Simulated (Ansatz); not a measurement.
**Be (P4_2/mnm, 4 atoms in the cell): from the cell to its phonons**

How does Be (P4_2/mnm, 4 atoms in the cell) vibrate, and is this structure a minimum?

Program: Ansatz 0.2.0. Level of theory: DFT PBEsol, scalar-relativistic, plane waves, norm-conserving pseudopotentials. Results are calculated unless marked as measured.

Most raw output is cut from this account.

This is not the structure that Be takes at ambient pressure and room temperature (hexagonal, No. 194); it is a model or a phase of other conditions.

## (1) The structure

Symmetry: P4_2/mnm, No. 136, tetragonal system. Conventional cell: a = 3.747 Å, b = 3.747 Å, c = 2.281 Å, α = 90.00°, β = 90.00°, γ = 90.00°. Nearest to Be lie 11 Be at 2.15 to 2.28 Å.

## (2) Relaxation

Harmonic phonons are second derivatives at a point where the forces vanish, and they are wanted at zero stress, so atoms and cell are relaxed first.

The input, input.yaml:

```yaml
crystal:
  lattice:
    - [3.746814, 0.0, 0.0]
    - [0.0, 3.746814, 0.0]
    - [0.0, 0.0, 2.28128]
  atoms:
    - { symbol: Be, position: [0.297408, 0.297408, 0.0] }
    - { symbol: Be, position: [0.702592, 0.702592, 0.0] }
    - { symbol: Be, position: [0.202592, 0.797408, 0.5] }
    - { symbol: Be, position: [0.797408, 0.202592, 0.5] }
kpoints:
  mp_grid: { grid: [12, 12, 18] }
hamiltonian:
  xc: pbesol
  pseudopotentials: { kind: nc }
scf:
  occupations: { method: gaussian, width: 0.1 }
output:
  forces: true
  stress: true
  eigenvalues: true
  write_density: true
  write_potential: true
  elf: true
  volumetric_format: npy
relax:
  adjacent_minimum: "off"
  f_tol: 0.005
  max_steps: 80
  cell: { stress_tol: 0.05 }
```

Launch:

```console
> ansatz run input.yaml --threads 4 --pin off --max-ram 7168MiB --backend cpu --events-out ev --progress --plain --runs-dir out
```

The job ended after 26 s (4 threads of Arm Neoverse V1, shared host; peak memory 0.68 GiB; 1.7 min of CPU time).

The steps of the relaxation:

| step | energy less that of the first step (eV) | largest force component (eV/Å) | pressure (GPa) | volume (Å³) |
| --- | --- | --- | --- | --- |
| 1 | 0.0000 | 0.0015 | -0.43 | 32.03 |
| 2 | -0.0018 | 0.0109 | -0.14 | 31.96 |
| 3 | -0.0019 | 0.0031 | -0.01 | 31.94 |
| 4* | -0.0019 | 0.0031 | -0.01 | 31.94 |

Relaxation steps marked * repeat the geometry before them on a plane-wave basis chosen anew for their cell, so energy and pressure can jump there.

The run keeps the 16 symmetry operations that it works with, so distortions that break them were not tested.

| conventional cell, symmetrised | before | after | change |
| --- | --- | --- | --- |
| a (Å) | 3.747 | 3.756 | +0.2 % |
| b (Å) | 3.747 | 3.756 | +0.2 % |
| c (Å) | 2.281 | 2.264 | -0.8 % |
| volume (Å³/atom) | 8.01 | 7.98 | -0.3 % |

This step gave:

```yaml
pressure: -0.01276 GPa
volume_per_atom: 7.985 Å³
gap_on_the_k_mesh: 0 eV
```

ELF in the ab plane at fractional z = 0.000, with atoms of Be within 0.2 Å of it. It is the smooth field of the valence electrons, not physical close to the nuclei.

Values in units of 1e-1, 14 rows by 14 columns, each cell a mean:
```
4.8 4.9 5.2 5.6 5.7 5.6 5.3 4.9 4.2 3.7 3.9 4.6 5.1 5.0
5.1 5.1 5.5 6.1 6.4 6.4 5.9 4.6 2.3 1.1 1.1 2.1 4.1 5.1
5.4 5.5 6.1 6.9 7.2 7.3 6.5 3.8 1.0 4.3 5.7 1.5 2.1 4.6
5.6 5.9 6.5 7.4 7.8 7.7 6.8 3.0 2.4 9.6 9.9 5.7 1.1 3.9
5.4 5.9 6.6 7.5 7.9 7.8 7.0 3.5 1.8 8.3 9.6 4.3 1.1 3.7
5.1 5.6 6.3 7.1 7.4 7.5 7.0 5.1 1.7 1.8 2.4 1.0 2.3 4.2
4.9 5.0 4.9 4.3 4.1 4.8 6.1 6.3 5.1 3.5 3.0 3.8 4.6 4.9
4.8 4.2 2.5 1.0 1.2 1.2 3.4 6.1 7.0 7.0 6.8 6.5 5.9 5.3
5.0 3.3 0.8 5.2 8.8 5.7 1.2 4.8 7.5 7.8 7.7 7.3 6.4 5.6
5.2 3.2 0.8 8.2 9.6 8.8 1.2 4.1 7.4 7.9 7.8 7.2 6.4 5.7
5.4 3.9 1.0 4.6 8.2 5.2 1.0 4.3 7.1 7.5 7.4 6.9 6.1 5.6
5.2 4.8 3.1 1.0 0.8 0.8 2.5 4.9 6.3 6.6 6.5 6.1 5.5 5.2
4.9 5.1 4.8 3.9 3.2 3.3 4.2 5.0 5.6 5.9 5.9 5.5 5.1 4.9
4.7 4.9 5.2 5.4 5.2 5.0 4.8 4.9 5.1 5.4 5.6 5.4 5.1 4.8
```
Columns run along a (3.8 Å), rows up along b (3.8 Å). Atoms in or near the plane, at fractional coordinates: Be at (0.30, 0.30), Be at (0.70, 0.70).

Electrostatic potential energy in the ab plane at fractional z = 0.000, with atoms of Be within 0.2 Å of it. With pseudopotentials it is smooth inside the atoms' cores, unlike the true potential.

Ten even steps from '_' (-28 eV) to '@' (9 eV), each cell a mean:
```
@@@@@@@@@@@@@@@@@@%%%%%%@@@@
@@@@@@@@@@@@@@@@##++++**%%@@
@@@@@@@@@@@@@@##==..__--**%%
@@@@@@@@@@@@@@##::______++%%
@@@@@@@@@@@@@@##::____..++%%
@@@@@@@@@@@@@@%%++::::==##@@
@@@@@@%%##%%%%%%%%######@@@@
@@@@##==--==##%%@@@@@@@@@@@@
@@%%++______==%%@@@@@@@@@@@@
@@##==______--##@@@@@@@@@@@@
@@%%++______==%%@@@@@@@@@@@@
@@@@##++==++##@@@@@@@@@@@@@@
@@@@@@%%##%%@@@@@@@@@@@@@@@@
@@@@@@@@@@@@@@@@@@@@@@@@@@@@
```
Columns run along a (3.8 Å; values clipped at the 3rd and 97th percentile), rows up along b (3.8 Å). Atoms in or near the plane, at fractional coordinates: Be at (0.30, 0.30), Be at (0.70, 0.70).

Valence density in the ab plane at fractional z = 0.000, with atoms of Be within 0.2 Å of it. It is the smooth field of the valence electrons, not physical close to the nuclei.

Ten steps, logarithmic in the rise over the least value, from '_' (0 e/Å³) to '@' (21 e/Å³), each cell a mean:
```
________..__________..______
__________________....______
________________..++++::____
________....____==%%@@++....
________....____--%%%%++..__
________________..--==..____
________........____________
______..::......____________
____..++%%**....__....______
____::##@@%%::..__....____..
____..++##++..______________
______..::..________________
____________________________
____________________________
```
Columns run along a (3.8 Å), rows up along b (3.8 Å). Atoms in or near the plane, at fractional coordinates: Be at (0.30, 0.30), Be at (0.70, 0.70).

In this step the volume went from 8.01 to 7.98 Å³/atom.

## (3) Relaxing to small forces for the phonons

Phonons need a cell at rest on their own settings, so the relaxation is repeated with tight tolerances on forces and stress on the k mesh and occupations of the first response run.

The input, input.yaml:

```yaml
crystal:
  lattice:
    - [3.7561622799, 0.0, 0.0]
    - [0.0, 3.7561622799, 0.0]
    - [0.0, 0.0, 2.2637539447]
  atoms:
    - { symbol: Be, position: [0.2981116612, 0.2981116612, 0.0] }
    - { symbol: Be, position: [0.7018883388, 0.7018883388, 0.0] }
    - { symbol: Be, position: [0.2018883388, 0.7981116612, 0.5] }
    - { symbol: Be, position: [0.7981116612, 0.2018883388, 0.5] }
kpoints:
  mp_grid: { grid: [12, 12, 20] }
hamiltonian:
  xc: pbesol
  pseudopotentials: { kind: nc }
scf:
  occupations: { method: methfessel_paxton, width: 0.2 }
output:
  forces: true
  stress: true
  eigenvalues: true
relax:
  adjacent_minimum: "off"
  f_tol: 0.001
  max_steps: 60
  cell: { stress_tol: 0.01 }
```

Wall time 32 s (4 threads); peak memory 0.71 GiB; 2.1 min of CPU time.

Step by step:

| step | energy less that of the first step (eV) | largest force component (eV/Å) | pressure (GPa) | volume (Å³) |
| --- | --- | --- | --- | --- |
| 1 | 0.0000 | 0.0054 | -0.03 | 31.94 |
| 2 | -0.0013 | 0.0107 | -0.04 | 31.93 |
| 3 | -0.0014 | 0.0036 | -0.02 | 31.91 |
| 4 | -0.0014 | 0.0001 | 0.00 | 31.91 |
| 5* | -0.0014 | 0.0001 | 0.00 | 31.91 |

Relaxation steps marked * repeat the geometry before them on a plane-wave basis chosen anew for their cell, so energy and pressure can jump there.

The run keeps the 16 symmetry operations that it works with, so distortions that break them were not tested.

| conventional cell, symmetrised | before | after | change |
| --- | --- | --- | --- |
| a (Å) | 3.756 | 3.744 | -0.3 % |
| b (Å) | 3.756 | 3.744 | -0.3 % |
| c (Å) | 2.264 | 2.276 | +0.6 % |
| volume (Å³/atom) | 7.98 | 7.98 | -0.1 % |

The relaxed structure:

```xyz
4
Lattice="3.7439 0.0000 0.0000 0.0000 3.7439 0.0000 0.0000 0.0000 2.2763" Properties=species:S:1:pos:R:3 pbc="T T T"
Be    1.1128    1.1128    0.0000
Be    2.6311    2.6311    0.0000
Be    0.7591    2.9847    1.1382
Be    2.9847    0.7591    1.1382
```

This step gave:

* pressure: -0.002684 GPa
* volume per atom: 7.977 Å³

The largest force component left is 0.13 meV/Å and the pressure is -0.003 GPa, within the tolerances set. The cell now holds 7.98 Å³/atom.

## (4) Zone-centre response

The zone centre comes first: it holds the modes that light can see, as far as symmetry allows. No field response is asked, since the mesh shows no gap.

input.yaml, the sections that differ from step 3:

```yaml
crystal:
  lattice:
    - [3.74388236, 0.0, 0.0]
    - [0.0, 3.74388236, 0.0]
    - [0.0, 0.0, 2.2763089883]
  atoms:
    - { symbol: Be, position: [0.2972313811, 0.2972313811, 0.0] }
    - { symbol: Be, position: [0.7027686189, 0.7027686189, 0.0] }
    - { symbol: Be, position: [0.2027686189, 0.7972313811, 0.5] }
    - { symbol: Be, position: [0.7972313811, 0.2027686189, 0.5] }
output:
  eigenvalues: true
phonons:
  method: dfpt
# kpoints, hamiltonian, scf: as in step 3
# relax: removed
```

Run time: 76 s. Hardware: 4 threads; peak memory 3 GiB; 5 min of CPU time.

This step gave:

* sum-rule residual before enforcement: 6.65e-6 eV/Å²
* point group: 4/mmm
* highest optical mode at the zone centre (no LO-TO term): 696.9 cm⁻¹
* lowest optical zone-centre mode: -184.2 cm⁻¹

Patterns of degenerate modes are one choice out of their space. Modes at Γ (negative means imaginary):

| mode | frequency (cm⁻¹) | symmetry |
| --- | --- | --- |
| 1 | -184.2 | B1g |
| 2 | 0.0 | acoustic |
| 3 | 0.0 | acoustic |
| 4 | 0.0 | acoustic |
| 5 | 477.1 | A1g |
| 6 | 481.6 | Eg |
| 7 | 481.6 | Eg |
| 8 | 596.5 | A2g |
| 9 | 602.5 | Eu |
| 10 | 602.5 | Eu |
| 11 | 615.1 | B1u |
| 12 | 696.9 | B2g |

Displacements in mode 1 (-184.2 cm⁻¹), the largest set to 1:
```
Be1 -1.00  1.00  0.00
Be2  1.00 -1.00  0.00
Be3  1.00  1.00  0.00
Be4 -1.00 -1.00  0.00
```

Displacements in mode 8 (596.5 cm⁻¹), the largest set to 1:
```
Be1 -1.00  1.00  0.00
Be2  1.00 -1.00  0.00
Be3 -1.00 -1.00  0.00
Be4  1.00  1.00  0.00
```

Before it was imposed, the acoustic sum rule was missed by 6.7e-6 eV/Å². Small misses are needed for a sound result but don't prove that mesh and cutoff are converged. The lowest optical mode is imaginary, 184.2i cm⁻¹, so the energy falls along it.

## (5) Response at finite wavevector

Stability and thermal properties need the whole zone. Linear response on a 2×2×2 q mesh gives force constants as far as a supercell of that size would.

input.yaml, as its differences from that of step 4:

```diff
@@ -21 +21,9 @@
   method: dfpt
+  qmesh: [2, 2, 2]
+  temperatures: { t_max: 1000, t_step: 50 }
+  qpath:
+    path:
+      - [[0.0, 0.0, 0.0], [0.0, 0.5, 0.0], [0.5, 0.5, 0.0], [0.0, 0.0, 0.0], [0.0, 0.0, 0.5], [0.0, 0.5, 0.5], [0.5, 0.5, 0.5], [0.0, 0.0, 0.5]]
+      - [[0.0, 0.5, 0.0], [0.0, 0.5, 0.5]]
+      - [[0.5, 0.5, 0.0], [0.5, 0.5, 0.5]]
+    npoints: 10
```

Wall time 4 min (4 threads); peak memory 3 GiB.

This step gave:

```
sum-rule residual before enforcement                          : 7.69e-6 eV/Å²
lowest mode on the q mesh (acoustic modes at Γ apart)         : -184.2 cm⁻¹
highest frequency at a solved wavevector (no LO-TO term at Γ) : 704.4 cm⁻¹
```

Frequencies (cm⁻¹) solved at each irreducible wavevector; negative means imaginary. Frequencies by wavevector, by row:

| q in reciprocal lattice units | star | mode 1 | mode 2 | mode 3 | mode 4 | mode 10 | mode 11 | mode 12 |
| --- | --- | --- | --- | --- | --- | --- | --- | --- |
| 0 0 0 | 1 | -184.2 | 0 | 0 | 0 | 602.5 | 615.1 | 696.9 |
| 0 0 -0.5 | 1 | 338 | 338 | 438.7 | 438.7 | 593.1 | 665.3 | 665.3 |
| 0 -0.5 0 | 2 | 223.7 | 223.7 | 357.7 | 357.7 | 547.9 | 657.9 | 657.9 |
| 0 -0.5 -0.5 | 2 | 401.1 | 401.1 | 414.5 | 414.5 | 639.7 | 660.8 | 660.8 |
| -0.5 -0.5 0 | 1 | 366.5 | 366.5 | 424.3 | 424.3 | 518.4 | 647.6 | 647.6 |
| -0.5 -0.5 -0.5 | 1 | 363.5 | 363.5 | 490.9 | 490.9 | 642.8 | 704.4 | 704.4 |

Symmetry leaves 6 wavevectors to solve. The lowest mode among them, the acoustic zeros apart, lies at Γ and is imaginary, 184.2i cm⁻¹, so the energy falls along it.

## (6) Outcome

| Item | Value |
| --- | --- |
| space group after relaxation (within 0.01 Å) | P4_2/mnm |
| volume per atom | 7.98 Å³ |
| electronic character | no gap on this mesh |
| highest optical mode at the zone centre (no LO-TO term) | 697 cm⁻¹ |
| lowest optical zone-centre mode | -184 cm⁻¹ |
| lowest mode on the q mesh (acoustic modes at Γ apart) | -184 cm⁻¹ |
| imaginary modes on the 2×2×2 q mesh | yes |

Modes are clearly imaginary (beyond 10i cm⁻¹) at 1 of the 6 irreducible wavevectors, most at Γ (184.2i cm⁻¹), so this structure is not a minimum of the energy. The optical modes at Γ span -184 to 697 cm⁻¹ (negative means imaginary). The q mesh is too sparse to interpolate, so only the solved wavevectors are given. With no gap, or one that is small against the smearing, the frequencies hang on the k mesh and the smearing, most of all near Kohn anomalies. A phonon run warned that its eigensolver left some bands unconverged in a pass. These are harmonic frequencies at zero temperature: anharmonic shifts, linewidths and thermal expansion are left out.

[Logs are printed without paths, hosts, clocks, repeated set-up lines and the standing remarks that a program may print on its own settings, such as how far it seeks lower states.]

[Hosts, paths, dates, database ids (printed as entryN), source tags and the programs' standing remarks are cut or masked in the printed files.]
